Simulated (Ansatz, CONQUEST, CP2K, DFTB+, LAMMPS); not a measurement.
# CP2K on glassy 40SiO2-28Al2O3-16Li2O-16SrO (mol %) (85 atoms): settings against a plane-wave reference

Wanted: CP2K inputs and outputs for glassy 40SiO2-28Al2O3-16Li2O-16SrO (mol %) (85 atoms), checked against a plane-wave reference.

Main program and level: CP2K 2026.2; the method is named at each step.

## 1. Set-up

The cell holds 85 atoms: 10 Si, 14 Al, 8 Li, 4 Sr and 49 O. Cell: a = 10.514 Å, b = 10.514 Å, c = 10.514 Å, α = 90.0°, β = 90.0°, γ = 90.0°. 85 atoms (10 Si, 14 Al, 8 Li, 4 Sr, 49 O) placed at random at 2.64 g/cm³, melted at 4000 K for 10 ps at fixed volume with the Morse and Coulomb pair potential with partial charges (Pedone, Malavasi, Menziani, Cormack and Segre, J. Phys. Chem. B 110, 11780 (2006)). Quenched from 4000 K to 300 K at 6 K/ps and fixed volume, held 5 ps, then minimised at fixed cell.

The yardstick, on the same geometry:

| Quantity | Value |
| --- | --- |
| method | Kohn-Sham DFT, PBE, PAW, plane waves (Ansatz 0.2.0); cutoff 420 eV, Γ point, fermi-dirac smearing of 0.05 eV; PAW set soft_2 |
| r.m.s. force component | 0.677 eV/Å |
| longest force | 2.857 eV/Å |
| pressure | 1.598 GPa |
| gap (highest filled to lowest empty level) | 3.509 eV |
| SCF cycles | 9 |
| time | 24 s on 4 threads of Intel Xeon Platinum 8259CL at 2.50GHz (Skylake/Cascade Lake), shared host |
| CPU time | 68 s |

## 2. PBE, DZVP-MOLOPT-SR, 800/50 Ry, diagonalisation

Method: Kohn-Sham DFT, PBE, GTH-PBE pseudopotentials, Gaussian and plane waves, DZVP-MOLOPT-SR-GTH, diagonalisation.

The input, input.inp:

```
&GLOBAL
  PROJECT cell
  RUN_TYPE ENERGY_FORCE
  PRINT_LEVEL LOW
&END GLOBAL
&FORCE_EVAL
  METHOD QS
  STRESS_TENSOR ANALYTICAL
  &DFT
    BASIS_SET_FILE_NAME BASIS_MOLOPT
    POTENTIAL_FILE_NAME GTH_POTENTIALS
    &MGRID
      CUTOFF 800
      REL_CUTOFF 50
      NGRIDS 5
    &END MGRID
    &QS
      EPS_DEFAULT 1.0E-12
    &END QS
    &SCF
      SCF_GUESS ATOMIC
      EPS_SCF 1.0E-06
      MAX_SCF 200
      ADDED_MOS 14
      &DIAGONALIZATION
        ALGORITHM STANDARD
      &END DIAGONALIZATION
      &SMEAR ON
        METHOD FERMI_DIRAC
        ELECTRONIC_TEMPERATURE [K] 580
      &END SMEAR
      &MIXING
        METHOD BROYDEN_MIXING
        ALPHA 0.3
        NBROYDEN 8
      &END MIXING
      &PRINT
        &RESTART OFF
        &END RESTART
      &END PRINT
    &END SCF
    &XC
      &XC_FUNCTIONAL PBE
      &END XC_FUNCTIONAL
    &END XC
    &PRINT
      &MULLIKEN ON
      &END MULLIKEN
      &HIRSHFELD ON
        SHAPE_FUNCTION DENSITY
      &END HIRSHFELD
      &MO ON
        EIGENVALUES T
        OCCUPATION_NUMBERS T
        MO_INDEX_RANGE 209 232
        &EACH
          QS_SCF 0
        &END EACH
        ADD_LAST NUMERIC
      &END MO
    &END PRINT
  &END DFT
  &SUBSYS
    &CELL
      A 10.51410 0.00000 0.00000
      B 0.00000 10.51410 0.00000
      C 0.00000 0.00000 10.51410
    &END CELL
    &COORD
      Si 2.45168 4.16895 3.79107
      Si 5.59224 9.16987 9.65699
      Si 5.38585 3.50540 0.11492
      Si 5.74459 7.83868 5.51854
      Si 2.88307 2.84627 8.70399
      Si 8.39214 2.97549 9.45943
      Si 7.78485 8.84993 1.53916
      Si 0.22248 8.07641 4.41687
      Si 8.47836 8.58487 6.65132
      Si 1.62222 0.03806 8.37459
      Al 3.88769 6.65416 8.81040
      Al 5.06233 2.73461 3.04299
      Al 9.35103 1.23909 6.93005
      Al 1.60403 7.75520 10.13622
      Al 5.58866 10.30802 3.39490
      Al 2.68120 8.26051 6.61852
      Al 4.21868 4.34485 6.47816
      Al 3.78445 5.99419 1.36641
      Al 3.58815 8.87926 1.65366
      Al 6.67214 4.74827 4.68634
      Al 0.49542 9.66908 1.86951
      Al 10.26018 2.25517 1.42172
      Al 9.68138 3.35358 4.28754
      Al 0.46746 4.66216 10.07461
      Li 2.51813 1.08138 2.80096
      Li 7.56879 1.42392 2.78098
      Li 3.73808 6.64165 4.21268
      Li 6.06022 6.36797 2.70549
      Li 4.14098 0.94122 0.42277
      Li 8.73017 6.21394 3.26894
      Li 10.12823 0.79560 4.07137
      Li 0.73704 5.57069 2.15655
      Sr 0.40574 5.91239 7.24590
      Sr 9.08250 10.12760 9.44965
      Sr 5.88295 1.32751 6.63009
      Sr 7.64081 6.40782 9.59643
      O 2.48122 9.86622 7.22508
      O 0.40669 3.81904 1.03385
      O 1.70507 3.93038 9.02572
      O 6.89578 3.47502 9.95275
      O 4.32277 7.40224 2.26127
      O 9.34661 9.28658 1.31479
      O 5.81304 3.91072 5.94362
      O 9.34441 4.29207 9.29015
      O 5.84742 1.44600 3.89632
      O 5.00923 4.98347 0.60835
      O 1.20176 9.37542 9.42673
      O 9.66961 2.12196 5.53893
      O 0.50068 6.39341 10.17376
      O 7.63324 7.36586 2.01124
      O 1.43423 7.83805 5.45871
      O 5.83785 10.35292 8.69579
      O 9.09932 7.92889 7.96548
      O 9.32632 2.31815 2.88801
      O 3.98064 10.20583 2.70202
      O 5.79548 9.16588 4.63745
[... 25 atom lines left out ...]
      O 5.28985 2.41467 1.30585
      O 0.35180 9.49139 3.64103
      O 7.04234 8.90986 0.00873
      O 0.79571 0.86647 1.63400
    &END COORD
    &KIND Si
      BASIS_SET DZVP-MOLOPT-SR-GTH-q4
      POTENTIAL GTH-PBE-q4
    &END KIND
    &KIND Al
      BASIS_SET DZVP-MOLOPT-SR-GTH-q3
      POTENTIAL GTH-PBE-q3
    &END KIND
    &KIND Li
      BASIS_SET DZVP-MOLOPT-SR-GTH-q3
      POTENTIAL GTH-PBE-q3
    &END KIND
    &KIND Sr
      BASIS_SET DZVP-MOLOPT-SR-GTH-q10
      POTENTIAL GTH-PBE-q10
    &END KIND
    &KIND O
      BASIS_SET DZVP-MOLOPT-SR-GTH-q6
      POTENTIAL GTH-PBE-q6
    &END KIND
  &END SUBSYS
  &PRINT
    &FORCES ON
    &END FORCES
    &STRESS_TENSOR ON
    &END STRESS_TENSOR
  &END PRINT
&END FORCE_EVAL
```

Started as:

```sh
OMP_NUM_THREADS=2 cp2k.psmp -i input.inp > output.txt
```

Numbers of over 12 decimals in the logs are rounded to 6 here.

The program printed:

```text
CP2K| version string:                                       CP2K version 2026.2
 CP2K| Input file name                                                 input.inp
 GLOBAL| Basis set file name                                        BASIS_MOLOPT
 GLOBAL| Potential file name                                      GTH_POTENTIALS
 GLOBAL| Run type                                                   ENERGY_FORCE
 GLOBAL| Total number of message passing processes                             1
 GLOBAL| Number of threads for this process                                    2
 TOTAL NUMBERS AND MAXIMUM NUMBERS
  Total number of            - Atomic kinds:                                   5
                             - Atoms:                                         85
                             - Shell sets:                                    85
                             - Shells:                                       421
                             - Primitive Cartesian functions:                405
                             - Cartesian basis functions:                   1130
                             - Spherical basis functions:                   1053
  Maximum angular momentum of- Orbital basis functions:                        2
                             - Local part of the GTH pseudopotential:          6
                             - Non-local part of the GTH pseudopotential:      3
 SCF PARAMETERS         Density guess:                                    ATOMIC
                        max_scf:                                             200
                        eps_scf:                                        1.00E-06
                        added MOs                                        14    0
                        Mixing method:                            BROYDEN_MIXING
                                                charge density mixing in g-space
                        Smear method:                                FERMI_DIRAC
                        Electronic temperature [K]:                        580.0
                        Electronic temperature [a.u.]:                  1.84E-03
                        Accuracy threshold:                             1.00E-10
 Extrapolation method: initial_guess
 Number of electrons:                                                        440
 Number of occupied orbitals:                                                220
 Number of molecular orbitals:                                               234
 Number of orbital functions:                                               1053
 Number of independent orbital functions:                                   1053
 SCF WAVEFUNCTION OPTIMIZATION
  Step     Update method      Time    Convergence         Total energy    Change
     1 NoMix/Diag. 0.30E+00   12.0     1.94848766     -1042.0938417592 -1.04E+03
     2 Broy./Diag. 0.30E+00   20.8     0.29310475      -958.1528599739  8.39E+01
     3 Broy./Diag. 0.30E+00   21.6     0.10518921     -1028.0848842105 -6.99E+01
     4 Broy./Diag. 0.30E+00   21.4     0.02304106     -1042.1765820227 -1.41E+01
[...]
15 Broy./Diag. 0.30E+00   20.4     0.00000293     -1041.6568665792 -6.71E-05
    16 Broy./Diag. 0.30E+00   21.4     0.00000094     -1041.6568701742 -3.60E-06
  *** SCF run converged in    16 steps ***
  Electronic density on regular grids:       -440.0000000000        0.0000000000
  Core density on regular grids:              439.9999999996       -0.0000000004
  Total charge density on r-space grids:       -0.0000000004
  Total charge density g-space grids:          -0.0000000004
  Overlap energy of the core charge distribution:               5.36553e-07
  Self energy of the core charge distribution:              -2502.206669
  Core Hamiltonian energy:                                    684.797578
  Hartree energy:                                            1008.594036
  Exchange-correlation energy:                               -232.841817
  Electronic entropic energy:                                  -0.000000
  Fermi energy:                                                 0.162638
  Total energy:                                             -1041.656870
  Total energy (extrapolated to T->0):                      -1041.656870
 MO| EIGENVALUES AND OCCUPATION NUMBERS
 MO|
 MO|  Index      Eigenvalue [a.u.]        Eigenvalue [eV]             Occupation
 MO|    209               0.063821               1.736653               2.000000
 MO|    210               0.066380               1.806278               2.000000
 MO|    211               0.068373               1.860519               2.000000
[...]
MO|    231               0.303331               8.254066               0.000000
 MO|    232               0.305274               8.306937               0.000000
 MO| Sum:                                                             440.000000
 MO| E(Fermi):            0.162638 a.u.          4.425606 eV
 !-----------------------------------------------------------------------------!
                     Mulliken Population Analysis
 #  Atom  Element  Kind  Atomic population                           Net charge
       1     Si       1          3.282752                              0.717248
       2     Si       1          3.328532                              0.671468
       3     Si       1          3.249760                              0.750240
[...]
84     O        5          6.654380                             -0.654380
      85     O        5          6.762635                             -0.762635
 # Total charge                            440.000000                  0.000000
 !-----------------------------------------------------------------------------!
 !-----------------------------------------------------------------------------!
                           Hirshfeld Charges
  #Atom  Element  Kind  Ref Charge     Population                    Net charge
      1       Si     1       4.000          3.489                         0.511
      2       Si     1       4.000          3.540                         0.460
      3       Si     1       4.000          3.452                         0.548
[...]
84       O      5       6.000          6.266                        -0.266
     85       O      5       6.000          6.383                        -0.383
  Total Charge                                                            0.000
 !-----------------------------------------------------------------------------!
 ENERGY| Total FORCE_EVAL ( QS ) energy [hartree]          -1041.656910
 FORCES| Atomic forces [hartree/bohr]
 FORCES|   Atom     x               y               z               |f|
 FORCES|      1  2.17070177E-02  1.98752687E-03  4.70001453E-03   2.22987672E-02
 FORCES|      2 -7.01690630E-03 -2.06802585E-04  1.84333359E-02   1.97247969E-02
 FORCES|      3 -9.48760601E-03  5.89844189E-05  1.03462540E-02   1.40379172E-02
[...]
FORCES|     84  2.40988991E-02 -9.48110687E-03 -1.08251161E-02   2.80683357E-02
 FORCES|     85  1.29559675E-02 -2.85314916E-03  6.25189803E-03   1.46657350E-02
 FORCES| Sum     3.64086186E-03 -4.62414610E-04 -2.66683342E-03
 FORCES| Total atomic force                                       4.53670617E-03
 STRESS| Analytical stress tensor [bar]
 STRESS|                        x                   y                   z
 STRESS|      x       -3.24888539602E+03   8.36240878386E+03   4.30807099988E+03
 STRESS|      y        8.36240878386E+03   1.42635441643E+04  -9.03606461832E+02
 STRESS|      z        4.30807099988E+03  -9.03606461832E+02   3.82179474954E+04
 STRESS| 1/3 Trace                                             1.64108687545E+04
```

It took 6.6 min on 2 threads of Intel Xeon Platinum 8259CL at 2.50GHz (Skylake/Cascade Lake), shared host; peak memory 4.1 GiB.

Banners, paths, timers and routine set-up lines are dropped from the logs unmarked, and long logs keep their key lines alone; longer cuts are marked.

Compared with the plane-wave run:

```
r.m.s. force component                           : 0.693 eV/Å
r.m.s. difference of force components            : 68.55 meV/Å
longest difference of force vectors              : 316.3 meV/Å
force difference over r.m.s. force               : 10.13 %
slope of forces against the reference's          : 1.019
correlation of force components                  : 0.9953
gap (highest filled to lowest empty level) : 3.421 eV
gap difference                                   : -0.0877 eV
pressure                                         : 1.641 GPa
pressure difference                              : 0.0435 GPa
```

Length of the force difference by element (eV/Å):

```
element  atoms   mean   most
     Al     14   0.13   0.23
     Li      8  0.059  0.081
      O     49  0.085   0.26
     Si     10   0.19   0.32
     Sr      4  0.083   0.15
```

Levels nearest the highest filled one (eV from it): -0.86, -0.79, -0.74, -0.66, -0.63, -0.57, -0.40, -0.36, -0.32, -0.28, -0.18, 0.00, 3.42, 4.67, 4.77, 4.99, 5.06, 5.16, 5.26, 5.38, 5.45, 5.60, 5.66, 5.71.

The surroundings of O50, which bears the longest force, nearest first, numbered as they follow in the input and with coordinates relative to it.

```
atom      x      y      z  distance (Å)  Hirshfeld charge (e)     Fx     Fy  Fz (eV/Å)
 O50   0.00   0.00   0.00          0.00                 -0.40  -0.01  -2.60       0.36
 Si7   0.15   1.48  -0.47          1.56                  0.49  -0.54   0.05      -0.09
Li28  -1.57  -1.00   0.69          1.99                  0.22   0.02   0.50      -0.16
Li30   1.10  -1.15   1.26          2.03                  0.26   0.37   0.63       0.23
 O84  -0.59   1.54  -2.00          2.60                 -0.27   1.24  -0.49      -0.56
 O42   1.71   1.92  -0.70          2.67                 -0.30   0.36   0.31      -1.04
 O57  -0.63   2.61   0.34          2.71                 -0.32  -0.16   1.77       0.70
Sr36   0.01  -0.96  -2.93          3.08                  0.72  -0.45   0.54       0.03
 O79   2.93  -0.45   1.38          3.27                 -0.43  -0.50  -1.93      -1.23
 O59  -1.55  -0.91   2.74          3.28                 -0.31   0.01  -0.45      -1.02
 O41  -3.31   0.04   0.25          3.32                 -0.39   0.41  -0.81       0.80
```

Forces lie 10 % from the reference's, at 10 times its CPU time (on 2 against 4 cores).

## 3. PBE, DZVP-MOLOPT-SR, 280/50 Ry, diagonalisation

Method: Kohn-Sham DFT, PBE, GTH-PBE pseudopotentials, Gaussian and plane waves, DZVP-MOLOPT-SR-GTH, diagonalisation.

Edit input.inp of step 2 so:

```diff
@@ -12,5 +12,4 @@
     &MGRID
-      CUTOFF 800
+      CUTOFF 280
       REL_CUTOFF 50
-      NGRIDS 5
     &END MGRID
@@ -68,5 +67,6 @@
     &END CELL
-    &COORD
-[... 85 atom lines left out: the same atoms as in the first run ...]
-    &END COORD
+    &TOPOLOGY
+      COORD_FILE_NAME structure.xyz
+      COORD_FILE_FORMAT XYZ
+    &END TOPOLOGY
     &KIND Si
```

The input, structure.xyz:

```xyz
85

Si 2.45168 4.16895 3.79107
Si 5.59224 9.16987 9.65699
Si 5.38585 3.50540 0.11492
Si 5.74459 7.83868 5.51854
Si 2.88307 2.84627 8.70399
Si 8.39214 2.97549 9.45943
Si 7.78485 8.84993 1.53916
Si 0.22248 8.07641 4.41687
Si 8.47836 8.58487 6.65132
Si 1.62222 0.03806 8.37459
Al 3.88769 6.65416 8.81040
Al 5.06233 2.73461 3.04299
Al 9.35103 1.23909 6.93005
Al 1.60403 7.75520 10.13622
Al 5.58866 10.30802 3.39490
Al 2.68120 8.26051 6.61852
Al 4.21868 4.34485 6.47816
Al 3.78445 5.99419 1.36641
Al 3.58815 8.87926 1.65366
Al 6.67214 4.74827 4.68634
[... 61 atom lines left out ...]
O 5.28985 2.41467 1.30585
O 0.35180 9.49139 3.64103
O 7.04234 8.90986 0.00873
O 0.79571 0.86647 1.63400
```

The program printed:

```text
CP2K| version string:                                       CP2K version 2026.2
 CP2K| Input file name                                                 input.inp
 GLOBAL| Basis set file name                                        BASIS_MOLOPT
 GLOBAL| Potential file name                                      GTH_POTENTIALS
[... lines left out ...]
 Number of electrons:                                                        440
[... lines left out ...]
  Step     Update method      Time    Convergence         Total energy    Change
[... lines left out ...]
  *** SCF run converged in    16 steps ***
[... lines left out ...]
  Fermi energy:                                                 0.162273
  Total energy:                                             -1041.672440
  Total energy (extrapolated to T->0):                      -1041.672440
[... lines left out ...]
 MO| E(Fermi):            0.162273 a.u.          4.415684 eV
[... lines left out ...]
 ENERGY| Total FORCE_EVAL ( QS ) energy [hartree]          -1041.672480
[... lines left out ...]
 FORCES|      1  2.17272075E-02  1.97589451E-03  4.69987894E-03   2.23173603E-02
 FORCES|      2 -7.01119448E-03 -1.80893917E-04  1.84892705E-02   1.97747995E-02
 FORCES|      3 -9.47055924E-03  6.38264870E-05  1.03525063E-02   1.40310354E-02
[...]
FORCES|     84  2.30349606E-02 -8.17557942E-03 -9.96062089E-03   2.63943835E-02
 FORCES|     85  7.46986669E-03 -1.37124428E-03  1.18502561E-02   1.40750768E-02
 FORCES| Sum    -1.72810974E-02 -3.02064415E-03  7.62964705E-03
 FORCES| Total atomic force                                       1.91303981E-02
 STRESS| Analytical stress tensor [bar]
 STRESS|                        x                   y                   z
 STRESS|      x       -1.25976781904E+03   8.34845463244E+03   4.34630317175E+03
 STRESS|      y        8.34845463244E+03   1.65161929243E+04  -9.42995295215E+02
 STRESS|      z        4.34630317175E+03  -9.42995295215E+02   4.03955594269E+04
 STRESS| 1/3 Trace                                             1.85506615107E+04
```

It took 3.8 min on 2 threads; peak memory 1.2 GiB; 7.3 min of CPU time.

Numbers from this run, and their distance from the reference:

```yaml
r_m_s_force_component: 0.7035 eV/Å
r_m_s_difference_of_force_components: 121.3 meV/Å
longest_difference_of_force_vectors: 446.1 meV/Å
force_difference_over_r_m_s_force: 17.92 %
slope_of_forces_against_the_reference_s: 1.024
correlation_of_force_components: 0.9853
spacing_of_highest_filled_and_lowest_empty_level: 3.411 eV
gap_difference: -0.0977 eV
pressure: 1.855 GPa
pressure_difference: 0.2575 GPa
energy_less_the_same_level_run_s: -4.985 meV/atom
r_m_s_force_difference_from_the_same_level_run: 104.1 meV/Å
```

This is a coarse setting, run to see what it loses.

Against the first run (10 %), the force difference from the reference is 18 %, at 0.63 times the CPU time: the grid matters here.

The forces add up to 0.98 eV/Å instead of zero, usually a sign of too coarse a grid.

(Part 1 of 2 ends here.)

[Also dropped from logs without a mark: logging warnings of Python, and SIESTA's first energy breakdown and zero terms.]

[Logs are printed without paths, hosts, clocks, repeated set-up lines and the standing remarks that a program may print on its own settings, such as how far it seeks lower states.]

[Hosts, paths, dates, database ids (printed as entryN), source tags and the programs' standing remarks are cut or masked in the printed files.]
